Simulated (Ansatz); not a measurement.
# F-SiC-H chair monolayer in a perpendicular field, part 4 of 4

Wanted: the out-of-plane response of the F-SiC-H chair monolayer. A positive field points along +c.

Ansatz 0.2.0; plane-wave DFT, PBE-D3(BJ), Ansatz PAW (the session's first sound run).

So far, equivalent conductor thickness p/(ε₀AE) (Å): step 9 (response, atoms held, PBE D3(BJ)) 3.23; step 12 (ions relaxed, PBE D3(BJ)) 3.45; step 15 (LDA) 3.25; step 18 (PBE) 3.23.

### Step 19. Same geometry, cutoff 500 eV, functional r2SCAN

This step: plane-wave DFT, r2SCAN, Ansatz PAW (Ansatz 0.2.0).

The geometry is kept and the functional is r2SCAN; other changes against the main runs: SCF threshold 1.0e-10 → 1.0e-09 eV, cutoff 420 → 500, k-mesh 18×18×1 → 12×12×1 and no dispersion term, which doesn't act on the electrons.

Contents of input.yaml:

```yaml
crystal:
  lattice:
    - [3.115242408, 0.0, 0.0]
    - [-1.557621204, 2.6978790642, 0.0]
    - [0.0, 0.0, 21.2653175968]
  atoms:
    - { symbol: H, position: [0.6666666667, 0.3333333333, 0.4232243398] }
    - { symbol: C, position: [0.6666666667, 0.3333333333, 0.4752547505] }
    - { symbol: Si, position: [0.3333333333, 0.6666666667, 0.5016827569] }
    - { symbol: F, position: [0.3333333333, 0.6666666667, 0.5767756602] }
kpoints:
  mp_grid: { grid: [12, 12, 1] }
hamiltonian:
  xc: r2scan
scf:
  occupations: { method: fermi_dirac, width: 0.05 }
  convergence: { dr2_threshold: 1.0e-09 }
efield:
  axis: 3
  dipole_correction: true
  ramp_position: 0.97
  ramp_width: 0.06
  amplitude: 0.1
output:
  write_potential: true
  write_density: true
  volumetric_format: npy
```

The run is started by

```
> ansatz run input.yaml --threads 2 --pin off --max-ram 3072MiB --backend cpu --events-out ev --progress --plain --runs-dir out
```

Numbers of over 12 decimals in the logs are rounded to 6 here.

The program printed:

```text
[...]
Crystal: 4 atoms, lattice volume = 178.725 Å³
Basis set: ecut = 500 eV, 4541 PW (Γ), exchange–correlation on 96×96×640 points (64 copies of the dense FFT grid, shifted against one another)
Bands: 12, of which v1, the nominal top of the filled ones, is band 8 counted from 1 (7 counted from 0)
Symmetry: 6 space group operations
[...]
k-points: 19 of 144 (time reversal used)
[...]
--- Band table (eV; the first three rows and the last of 19) ---
  k-point 0: bands = [... 4 lower, -7.6458, -7.6458, -4.3457, -4.3457, -0.3934, 0.4606, 1.6182, 2.1123]
  k-point 1: bands = [... 4 lower, -7.6883, -7.6735, -4.8863, -4.4766, -0.2534, 0.6015, 1.8767, 2.3293]
  k-point 2: bands = [... 4 lower, -7.7965, -7.7504, -6.0525, -4.7973, 0.1596, 1.0195, 2.1173, 2.7044]
  k-point 18: bands = [... 4 lower, -9.3682, -8.7413, -7.5976, -7.1566, 3.0689, 3.3390, 4.8139, 5.9053]
[key lines of the parts left out:]
SCF converged after 10 iterations
Free energy (F): -1718.266942 eV
Fermi energy:    -2.355056 eV
Dipole field:    D = -0.192506 V/Å  (p = -0.190138 e·Å, saw-weighted, corrected)
```

Run time: 7.2 s. Hardware: 2 threads of Arm Neoverse V2, shared host; peak memory 0.68 GiB.

The dipole is -0.190 e·Å.

### Step 20. Same geometry, cutoff 500 eV, functional r2SCAN (run 2)

The same run in the opposite field.

Changes to input.yaml since step 19:

```diff
@@ -22,3 +22,3 @@
   ramp_width: 0.06
-  amplitude: 0.1
+  amplitude: -0.1
 output:
```

The program printed:

```text
[...]
Crystal: 4 atoms, lattice volume = 178.725 Å³
Basis set: ecut = 500 eV, 4541 PW (Γ), exchange–correlation on 96×96×640 points (64 copies of the dense FFT grid, shifted against one another)
Bands: 12, of which v1, the nominal top of the filled ones, is band 8 counted from 1 (7 counted from 0)
Symmetry: 6 space group operations
[...]
k-points: 19 of 144 (time reversal used)
[...]
--- Band table (eV; the first three rows and the last of 19) ---
  k-point 0: bands = [... 4 lower, -7.7204, -7.7204, -4.3118, -4.3118, 0.0512, 1.3283, 1.7431, 2.6392]
  k-point 1: bands = [... 4 lower, -7.7560, -7.7476, -4.8534, -4.4434, 0.1895, 1.4758, 2.0401, 2.8207]
  k-point 2: bands = [... 4 lower, -7.8432, -7.8229, -6.0267, -4.7662, 0.5947, 1.8765, 2.2624, 3.2234]
  k-point 18: bands = [... 4 lower, -9.3807, -8.7709, -7.6316, -7.1719, 3.1367, 3.3758, 4.9780, 6.0839]
[key lines of the parts left out:]
SCF converged after 10 iterations
Free energy (F): -1718.307919 eV
Fermi energy:    -2.116108 eV
Dipole field:    D = -0.222339 V/Å  (p = -0.219604 e·Å, saw-weighted, corrected)
```

The job ended after 7.1 s (2 threads; peak memory 0.68 GiB; 14 s of CPU time).

The dipole is -0.220 e·Å.

### Step 21. Response at this level

This step: plane-wave DFT, r2SCAN, Ansatz PAW; response to a field along the normal, atoms held (Ansatz 0.2.0).

The induced dipole is that of a conductor 3.17 Å thick.

### Step 22. Same geometry, cutoff 420 eV, functional HSE06

This step: plane-wave DFT, HSE06, Ansatz PAW (Ansatz 0.2.0).

The geometry is kept and the functional is HSE06; other changes against the main runs: SCF threshold 1.0e-10 → 1.0e-09 eV, k-mesh 18×18×1 → 12×12×1 and no dispersion term, which doesn't act on the electrons.

Changes to input.yaml since step 20:

```diff
@@ -13,3 +13,3 @@
 hamiltonian:
-  xc: r2scan
+  xc: hse06
 scf:
@@ -22,3 +22,3 @@
   ramp_width: 0.06
-  amplitude: -0.1
+  amplitude: 0.1
 output:
```

The program printed:

```text
[...]
Crystal: 4 atoms, lattice volume = 178.725 Å³
Basis set: ecut = 420 eV, 3467 PW (Γ)
Bands: 12, of which v1, the nominal top of the filled ones, is band 8 counted from 1 (7 counted from 0)
Symmetry: 6 space group operations
[...]
k-points: 19 of 144 (time reversal used)
[...]
E sigma→0 (E₀):  -1713.006133 eV
Fermi energy:    -2.797736 eV
Dipole field:    D = -0.201196 V/Å  (p = -0.198721 e·Å, saw-weighted, corrected)
Work function:   not extracted (applied field tilts the vacuum); planar V_es + V_field profile in the machine report
[...]
--- Band table (eV; the first three rows and the last of 19) ---
[...]
guard bands above this table: 2 of the run's 12 bands. The solve was not asked for them (output.publish_guard_bands: true or output.eigenvalues: true publishes all)
[key lines of the parts left out:]
Free energy (F): -1713.006133 eV
```

Elapsed: 84 s, on 2 threads; peak memory 2.5 GiB; 2.8 min of CPU time.

The dipole is -0.199 e·Å.

### Step 23. Same geometry, cutoff 420 eV, functional HSE06 (run 2)

The same run in the opposite field.

Changes to input.yaml since step 22:

```diff
@@ -22,3 +22,3 @@
   ramp_width: 0.06
-  amplitude: 0.1
+  amplitude: -0.1
 output:
```

The program printed:

```text
[...]
Crystal: 4 atoms, lattice volume = 178.725 Å³
Basis set: ecut = 420 eV, 3467 PW (Γ)
Bands: 12, of which v1, the nominal top of the filled ones, is band 8 counted from 1 (7 counted from 0)
Symmetry: 6 space group operations
[...]
k-points: 19 of 144 (time reversal used)
[...]
Free energy (F): -1713.048796 eV
Frozen-core exchange: fock
[...]
Internal energy: -1713.048796 eV  (E = F + TS)
E sigma→0 (E₀):  -1713.048796 eV
Fermi energy:    -2.556095 eV
Dipole field:    D = -0.230732 V/Å  (p = -0.227894 e·Å, saw-weighted, corrected)
Work function:   not extracted (applied field tilts the vacuum); planar V_es + V_field profile in the machine report
[...]
--- Band table (eV; the first three rows and the last of 19) ---
[...]
```

Wall time 84 s (2 threads); peak memory 2.5 GiB.

The dipole is -0.228 e·Å.

### Step 24. Comparing the runs

Times are for 2 threads of Arm Neoverse V2, shared host. Results by setting:

```csv
no.,functional,field,dipole along the normal (e·Å),time,memory (GiB)
1,lda,0.1 V/Å,-0.1887,2.8 s,0.37
2,lda,-0.1 V/Å,-0.2189,2.7 s,0.37
3,pbe,0.1 V/Å,-0.1840,2.8 s,0.38
4,pbe,-0.1 V/Å,-0.2141,2.7 s,0.38
5,r2scan,0.1 V/Å,-0.1901,7.2 s,0.68
6,r2scan,-0.1 V/Å,-0.2196,7.1 s,0.68
7,hse06,0.1 V/Å,-0.1987,84 s,2.5
8,hse06,-0.1 V/Å,-0.2279,84 s,2.5
```

### Step 25. Response at this level

This step: plane-wave DFT, HSE06, Ansatz PAW; response to a field along the normal, atoms held (Ansatz 0.2.0).

The induced dipole is that of a conductor 3.14 Å thick.

### Step 26. A changed input

This step: plane-wave DFT, PBE-D3(BJ), Ansatz PAW (Ansatz 0.2.0).

An input spoilt on purpose, to show how the run answers: it repeats the earlier run at 0.1 V/Å with efield.axis from 3 to 1, and scf.max_iter set to 100.

input.yaml, the sections that differ from step 23:

```yaml
kpoints:
  mp_grid: { grid: [18, 18, 1] }
  band_path:
    path: [[0, 0, 0], [0.5, 0, 0], [0.33333333, 0.33333333, 0], [0, 0, 0]]
    npoints: 16
hamiltonian:
  xc: pbe
  dispersion: d3bj
scf:
  occupations: { method: fermi_dirac, width: 0.05 }
  convergence: { dr2_threshold: 1.0e-10 }
  max_iter: 100
efield:
  axis: 1
  dipole_correction: true
  ramp_position: 0.97
  ramp_width: 0.06
  amplitude: 0.1
# crystal, output: as in step 23
```

The program printed:

```text
[...]
Crystal: 4 atoms, lattice volume = 178.725 Å³
Basis set: ecut = 420 eV, 3467 PW (Γ)
Bands: 12, of which v1, the nominal top of the filled ones, is band 8 counted from 1 (7 counted from 0)
Symmetry: 2 space group operations
k-points: 91 of 324 (time reversal used)
[...]
SCF iter   1: F=—  HF=-1715.202174 eV  |F-HF|=—  |Δ(HF+E_count)|=         —  Δρ=6.48e-2  dr2=8.83e0  ethr=3.10e-3  p=-0.615 e·Å  D=-6.23e-1 V/Å  ΔV_dip=1.68 eV  dr2_dipole=1.71e-1  V_vac-E_F(+/−)=5.92/4.38 eV  ⟨swp⟩=7.8  Hψ=9182  notcnv=0
[...]
SCF iter  11: F=-1712.392836 eV  HF=-1712.392836 eV  |F-HF|=1.93e-11  |Δ(HF+E_count)|=  2.86e-10  Δρ=1.50e-7  dr2=4.37e-11  ethr=1.00e-12  p=-0.877 e·Å  D=-8.88e-1 V/Å  ΔV_dip=2.39 eV  dr2_dipole=8.39e-13  V_vac-E_F(+/−)=3.42/1.32 eV  ⟨swp⟩=5.0  Hψ=5135  notcnv=0
WARN: efield: at this solve's end the planar-averaged density reaches 1.69e-1 e/Å³ inside the ramp window [0.5993, 0.4007] (bound 1e-5 e/Å³); the window's nearer edge stands 0.00 Å from this solve's nearest atom along the axis. Its free energy, forces, stress, dipole, levels and responses can be off, and this figure does not tell by how much. The cell may have no vacuum along `efield.axis`. A short vacuum, a low `basis.ecutwfc` or `basis.ecutrho_ratio` and negative occupations (`scf.occupations.method`) can put density there. See the manual's quickstart, § The vacuum guard
SCF 1 converged in 11 iterations: F = -1712.392836 eV  dr2 = 4.37e-11
[...]
SCF converged after 11 iterations
Free energy (F): -1712.392836 eV
[...]
Internal energy: -1712.392836 eV  (E = F + TS)
E sigma→0 (E₀):  -1712.392836 eV
Fermi energy:    -2.077604 eV
Dipole field:    D = -0.887575 V/Å  (p = -0.876657 e·Å, saw-weighted, corrected)
Work function:   not extracted (applied field tilts the vacuum); planar V_es + V_field profile in the machine report
[...]
Vacuum region:   at the solve's end the planar-averaged density reaches 1.69e-1 e/Å³ inside the ramp window [0.5993, 0.4007] (bound 1e-5 e/Å³)
[...]
--- Band table (eV; the first three rows and the last of 91) ---
  k-point 0: bands = [... 4 lower, -7.4546, -7.3992, -4.0106, -3.9395, -0.2067, 1.2721, 1.8826, 2.6771]
  k-point 1: bands = [... 4 lower, -7.4649, -7.4103, -4.2255, -4.0388, -0.1464, 1.4198, 1.9568, 2.7491]
  k-point 2: bands = [... 4 lower, -7.4921, -7.4413, -4.8606, -4.2061, 0.0316, 1.6781, 2.1642, 2.9390]
  k-point 90: bands = [... 4 lower, -8.6068, -7.8533, -6.9704, -5.3757, 0.2389, 2.1770, 4.0291, 5.1212]
```

The job ended after 13 s (2 threads; peak memory 0.55 GiB).

The field now lies along an axis in the plane, so the dipole that the program prints is another component and can't be set beside the earlier one.

With this change the program also warns of density in the ramp of the sawtooth; these numbers are not the system's.

### Step 27. Summary of results

- gap without field: 3.50 eV
- ionisation energy, upper face: 8.60 eV
- electron affinity, upper face: 5.10 eV
- step between the vacuum levels: 4.29 eV
- equivalent conductor thickness, atoms held: 3.23 Å
- equivalent conductor thickness, atoms relaxed: 3.45 Å
- equivalent conductor thickness, LDA: 3.25 Å
- equivalent conductor thickness, PBE: 3.23 Å
- equivalent conductor thickness, r2SCAN: 3.17 Å
- equivalent conductor thickness, HSE06: 3.14 Å

**Reading.** The induced dipole equals that of a perfect conductor 3.23 Å thick, while the outer atoms lie 3.27 Å apart; an out-of-plane ε follows only once a thickness t is chosen, by 1 − 1/ε = 3.23 Å / t. The two faces differ: the vacuum level above lies 4.29 eV higher than the one below. The gap goes from 3.50 eV to 2.67 eV at 0.35 V/Å. In a field the lowest empty level of a wide-gap layer can be a state in the vacuum, whose place depends on the cell. Letting the atoms follow the field adds 0.22 Å to the equivalent conductor thickness: the ionic part of the response. Across the functionals the thickness runs from 3.14 to 3.25 Å; those runs use a coarser k-mesh, so they are to be compared with each other. With the field reversed the gap is 3.81 eV at -0.2 V/Å. Semilocal functionals give gaps that are too small, and excitons are not included.

[Logs are printed without paths, hosts, clocks, repeated set-up lines and the standing remarks that a program may print on its own settings, such as how far it seeks lower states.]

[Hosts, paths, dates, database ids (printed as entryN), source tags and the programs' standing remarks are cut or masked in the printed files.]

[Maps of the electrostatic potential energy from Ansatz leave out the sawtooth potential of an applied field or a dipole correction, so their vacuum need not be flat; planar profiles and work functions include it.]
